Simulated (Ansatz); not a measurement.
# A scaling study of G0W0 on CsMgF3 (Pm-3m), part 2 of 2

How does the cost of G0W0 grow with the cell? The test case is CsMgF3 (Pm-3m).

Ansatz 0.2.0; G0W0 on LDA, plane waves, PAW. Known limits of the many-body steps: not at the basis limit; no spin-orbit coupling; coarse k mesh.

So far. Step 7 (8 threads, 2×2×2 mesh): Against the run with 2×2×2 mesh, 81 empty bands, screening to 60 eV, the gap moves by +0.000 eV. Step 8 (10 atoms (2×1×1 cells), 1×2×2 mesh): The gap on the mesh goes from 6.37 eV to 10.02 eV, a correction of +3.65 eV. Between the two edge states, bare exchange in place of the xc potential would open the gap by 12.59 eV, and correlation takes back 8.94 eV.

### Step 9. 20 atoms (2×2×1 cells), 1×1×2 mesh

Input file input.yaml:

```yaml
crystal:
  lattice:
    - [8.504614, 0.0, 0.0]
    - [0.0, 8.504614, 0.0]
    - [0.0, 0.0, 4.252307]
  atoms:
    - { symbol: Cs, position: [0.0, 0.0, 0.0] }
    - { symbol: Mg, position: [0.25, 0.25, 0.5] }
    - { symbol: F, position: [0.0, 0.25, 0.5] }
    - { symbol: F, position: [0.25, 0.0, 0.5] }
    - { symbol: F, position: [0.25, 0.25, 0.0] }
    - { symbol: Cs, position: [0.0, 0.5, 0.0] }
    - { symbol: Mg, position: [0.25, 0.75, 0.5] }
    - { symbol: F, position: [0.0, 0.75, 0.5] }
    - { symbol: F, position: [0.25, 0.5, 0.5] }
    - { symbol: F, position: [0.25, 0.75, 0.0] }
    - { symbol: Cs, position: [0.5, 0.0, 0.0] }
    - { symbol: Mg, position: [0.75, 0.25, 0.5] }
    - { symbol: F, position: [0.5, 0.25, 0.5] }
    - { symbol: F, position: [0.75, 0.0, 0.5] }
    - { symbol: F, position: [0.75, 0.25, 0.0] }
    - { symbol: Cs, position: [0.5, 0.5, 0.0] }
    - { symbol: Mg, position: [0.75, 0.75, 0.5] }
    - { symbol: F, position: [0.5, 0.75, 0.5] }
    - { symbol: F, position: [0.75, 0.5, 0.5] }
    - { symbol: F, position: [0.75, 0.75, 0.0] }
kpoints:
  mp_grid: { grid: [1, 1, 2] }
hamiltonian:
  xc: lda
scf:
  occupations: { method: fixed }
gw:
  n_empty_bands: 324
  ecut_chi: 60.0
  qp_bands: [v1, c1]
  qp_kpoints: band_edges
  screening: { model: contour_deformation }
```

Launch:

```
$ ansatz run input.yaml --threads 16 --pin off --max-ram 36864MiB --backend cpu --events-out ev --progress --plain --runs-dir out
```

Numbers of over 12 decimals in the logs are rounded to 6 here.

The log of the run:

```text
[...]
Crystal: 20 atoms, lattice volume = 307.563 Å³
Basis set: ecut = 420 eV, 6015 PW (Γ)
Bands: 100, of which v1, the nominal top of the filled ones, is band 80 counted from 1 (79 counted from 0)
Symmetry: 64 space group operations
[...]
k-points: 2
[...]
k-point 1: bands = [... 76 lower, 2.8069, 2.8290, 2.8290, 2.8290, 11.6585, 11.6585, 11.6585, 11.8559, ... 16 higher]
[...]
0    80      2.9927   -30.6115     5.2928   -23.5057  0.7997     1.1440     1.1796  root
     0    81      9.3648    -7.4178    -3.6456   -12.9012  0.8678    11.2256    11.2026  root
     1    80      2.8290   -29.1780     4.8003   -22.6162  0.8071     1.0353     1.0675  root
     1    81     11.6585    -6.0721    -3.6029   -11.4930  0.8657    13.4997    13.4765  root
[key lines of the parts left out:]
SCF converged after 8 iterations
Free energy (F): -39182.397600 eV
Fermi energy:    2.992684 eV
```

The job ended after 6.9 s (16 threads of Arm Neoverse V2, shared host; peak memory 1.4 GiB; 68 s of CPU time).

This step gave:

```
bands summed                                 : 404
RPA ε∞ on this mesh (eigenvalues)            : 2.500, 2.500, 2.500
plane waves in the screening matrix          : 301
G0W0 gap on the mesh                         : 10.02 eV
k of the valence top                         : 0, 0, 0
k of the conduction bottom                   : 0, 0, 0
starting gap on the mesh                     : 6.372 eV
least direct G0W0 gap on the computed points : 10.02 eV
```

The gap on the mesh goes from 6.37 eV to 10.02 eV, a correction of +3.65 eV. Between the two edge states, bare exchange in place of the xc potential would open the gap by 12.59 eV, and correlation takes back 8.94 eV.

### Step 10. 40 atoms (2×2×2 cells), 1×1×1 mesh

Input file input.yaml:

```yaml
crystal:
  lattice:
    - [8.504614, 0.0, 0.0]
    - [0.0, 8.504614, 0.0]
    - [0.0, 0.0, 8.504614]
  atoms:
    - { symbol: Cs, position: [0.0, 0.0, 0.0] }
    - { symbol: Mg, position: [0.25, 0.25, 0.25] }
    - { symbol: F, position: [0.0, 0.25, 0.25] }
    - { symbol: F, position: [0.25, 0.0, 0.25] }
    - { symbol: F, position: [0.25, 0.25, 0.0] }
    - { symbol: Cs, position: [0.0, 0.0, 0.5] }
    - { symbol: Mg, position: [0.25, 0.25, 0.75] }
    - { symbol: F, position: [0.0, 0.25, 0.75] }
    - { symbol: F, position: [0.25, 0.0, 0.75] }
    - { symbol: F, position: [0.25, 0.25, 0.5] }
    - { symbol: Cs, position: [0.0, 0.5, 0.0] }
    - { symbol: Mg, position: [0.25, 0.75, 0.25] }
    - { symbol: F, position: [0.0, 0.75, 0.25] }
    - { symbol: F, position: [0.25, 0.5, 0.25] }
    - { symbol: F, position: [0.25, 0.75, 0.0] }
    - { symbol: Cs, position: [0.0, 0.5, 0.5] }
    - { symbol: Mg, position: [0.25, 0.75, 0.75] }
    - { symbol: F, position: [0.0, 0.75, 0.75] }
    - { symbol: F, position: [0.25, 0.5, 0.75] }
    - { symbol: F, position: [0.25, 0.75, 0.5] }
    - { symbol: Cs, position: [0.5, 0.0, 0.0] }
    - { symbol: Mg, position: [0.75, 0.25, 0.25] }
    - { symbol: F, position: [0.5, 0.25, 0.25] }
    - { symbol: F, position: [0.75, 0.0, 0.25] }
    - { symbol: F, position: [0.75, 0.25, 0.0] }
    - { symbol: Cs, position: [0.5, 0.0, 0.5] }
    - { symbol: Mg, position: [0.75, 0.25, 0.75] }
    - { symbol: F, position: [0.5, 0.25, 0.75] }
    - { symbol: F, position: [0.75, 0.0, 0.75] }
    - { symbol: F, position: [0.75, 0.25, 0.5] }
    - { symbol: Cs, position: [0.5, 0.5, 0.0] }
    - { symbol: Mg, position: [0.75, 0.75, 0.25] }
    - { symbol: F, position: [0.5, 0.75, 0.25] }
    - { symbol: F, position: [0.75, 0.5, 0.25] }
    - { symbol: F, position: [0.75, 0.75, 0.0] }
    - { symbol: Cs, position: [0.5, 0.5, 0.5] }
    - { symbol: Mg, position: [0.75, 0.75, 0.75] }
    - { symbol: F, position: [0.5, 0.75, 0.75] }
    - { symbol: F, position: [0.75, 0.5, 0.75] }
    - { symbol: F, position: [0.75, 0.75, 0.5] }
kpoints:
  mp_grid: { grid: [1, 1, 1] }
hamiltonian:
  xc: lda
scf:
  occupations: { method: fixed }
gw:
  n_empty_bands: 648
  ecut_chi: 60.0
  qp_bands: [v1, c1]
  qp_kpoints: band_edges
  screening: { model: contour_deformation }
```

The log of the run:

```text
[...]
Crystal: 40 atoms, lattice volume = 615.126 Å³
Basis set: ecut = 420 eV, 11981 PW (Γ)
Bands: 200, of which v1, the nominal top of the filled ones, is band 160 counted from 1 (159 counted from 0)
Symmetry: 384 space group operations
[...]
k-points: 1
[...]
--- Band table (eV) ---
  k-point 0: bands = [... 156 lower, 2.8290, 2.9927, 2.9927, 2.9927, 9.3648, 11.4320, 11.4320, 11.6585, ... 36 higher]
[...]
gw.qp_kpoints: band_edges: 1 of 1 stored k-point solved, in 1 pass; an edge of the gap read off the rows below is read off those points alone
[...]
0   160      2.9927   -30.6115     5.2928   -23.5057  0.7997     1.1440     1.1797  root
     0   161      9.3648    -7.4178    -3.6456   -12.9012  0.8678    11.2256    11.2026  root
[key lines of the parts left out:]
SCF converged after 7 iterations
Free energy (F): -78364.795199 eV
Fermi energy:    2.992726 eV
```

Elapsed: 15 s, on 16 threads; peak memory 2.7 GiB; 3.4 min of CPU time.

This step gave:

```yaml
bands_summed: 808
rpa_eps_infinity_on_this_mesh_eigenvalues: 2.500, 2.500, 2.500
plane_waves_in_the_screening_matrix: 619
g0w0_gap_on_the_mesh: 10.02 eV
k_of_the_valence_top: 0, 0, 0
k_of_the_conduction_bottom: 0, 0, 0
starting_gap_on_the_mesh: 6.372 eV
least_direct_g0w0_gap_on_the_computed_points: 10.02 eV
```

The gap on the mesh goes from 6.37 eV to 10.02 eV, a correction of +3.65 eV. Between the two edge states, bare exchange in place of the xc potential would open the gap by 12.59 eV, and correlation takes back 8.94 eV.

### Step 11. The runs together

A supercell on the folded mesh samples the same points as the primitive cell, so the gap should stay. Times are wall times on shared hardware, named with each run.

| run | mesh | irreducible k | bands | screening plane waves | threads | gap (eV) | time | CPU time | host memory (GiB) |
| --- | --- | --- | --- | --- | --- | --- | --- | --- | --- |
| 5 atoms (1×1×1 cells) | 2×2×2 | 4 | 101 | 81 | 16 | 10.023 | 0.89 s | 5.6 s | 0.36 |
| no symmetry | 2×2×2 | 8 | 101 | 81 | 16 | 10.023 | 1.4 s | 12 s | 0.47 |
| 1 thread | 2×2×2 | 4 | 101 | 81 | 1 | 10.023 | 3.5 s | 3.5 s | 0.29 |
| 2 threads | 2×2×2 | 4 | 101 | 81 | 2 | 10.023 | 2 s | 3.6 s | 0.32 |
| 4 threads | 2×2×2 | 4 | 101 | 81 | 4 | 10.023 | 1.3 s | 3.8 s | 0.36 |
| 8 threads | 2×2×2 | 4 | 101 | 81 | 8 | 10.023 | 0.99 s | 4.4 s | 0.36 |
| 10 atoms (2×1×1 cells) | 1×2×2 | 3 | 202 | 151 | 16 | 10.023 | 2.2 s | 19 s | 0.66 |
| 20 atoms (2×2×1 cells) | 1×1×2 | 2 | 404 | 301 | 16 | 10.023 | 6.9 s | 68 s | 1.4 |
| 40 atoms (2×2×2 cells) | 1×1×1 | 1 | 808 | 619 | 16 | 10.023 | 15 s | 3.4 min | 2.7 |

### Step 12. Outcome

- 5 atoms (1×1×1 cells): 0.89 s, gap 10.02 eV
- no symmetry: 1.4 s, gap 10.02 eV
- 1 thread: 3.5 s, gap 10.02 eV
- 2 threads: 2 s, gap 10.02 eV
- 4 threads: 1.3 s, gap 10.02 eV
- 8 threads: 0.99 s, gap 10.02 eV
- 10 atoms (2×1×1 cells): 2.2 s, gap 10.02 eV
- 20 atoms (2×2×1 cells): 6.9 s, gap 10.02 eV
- 40 atoms (2×2×2 cells): 15 s, gap 10.02 eV

What this shows: From 5 to 40 atoms the gap stays within 0.000 eV, while the time grows 17-fold. Over the last step it grows as about the power 1.1 of the size; fewer k points offset part of the fourth-power cost of the screening. Without symmetry the mesh holds 8 points in place of 4, the time changes by less than twofold and the gap changes by +0.0002 eV. Going from 1 to 16 threads speeds the run 3.9-fold, an efficiency of about 24 %. The host was shared, so single times are good to a factor of about two.

[Paths, hosts, dates, memory and timing lines, banners, echoed tables and standing remarks are left out of the program output.]

[Logs are printed without paths, hosts, clocks, repeated set-up lines and the standing remarks that a program may print on its own settings, such as how far it seeks lower states.]

[Runs of the session that timed out or met a known fault of the program may be left out.]

[Cells called generated may have been cut or substituted from an entry of the Crystallography Open Database or the Materials Project.]

[Hosts, paths, dates, database ids (printed as entryN), source tags and the programs' standing remarks are cut or masked in the printed files.]
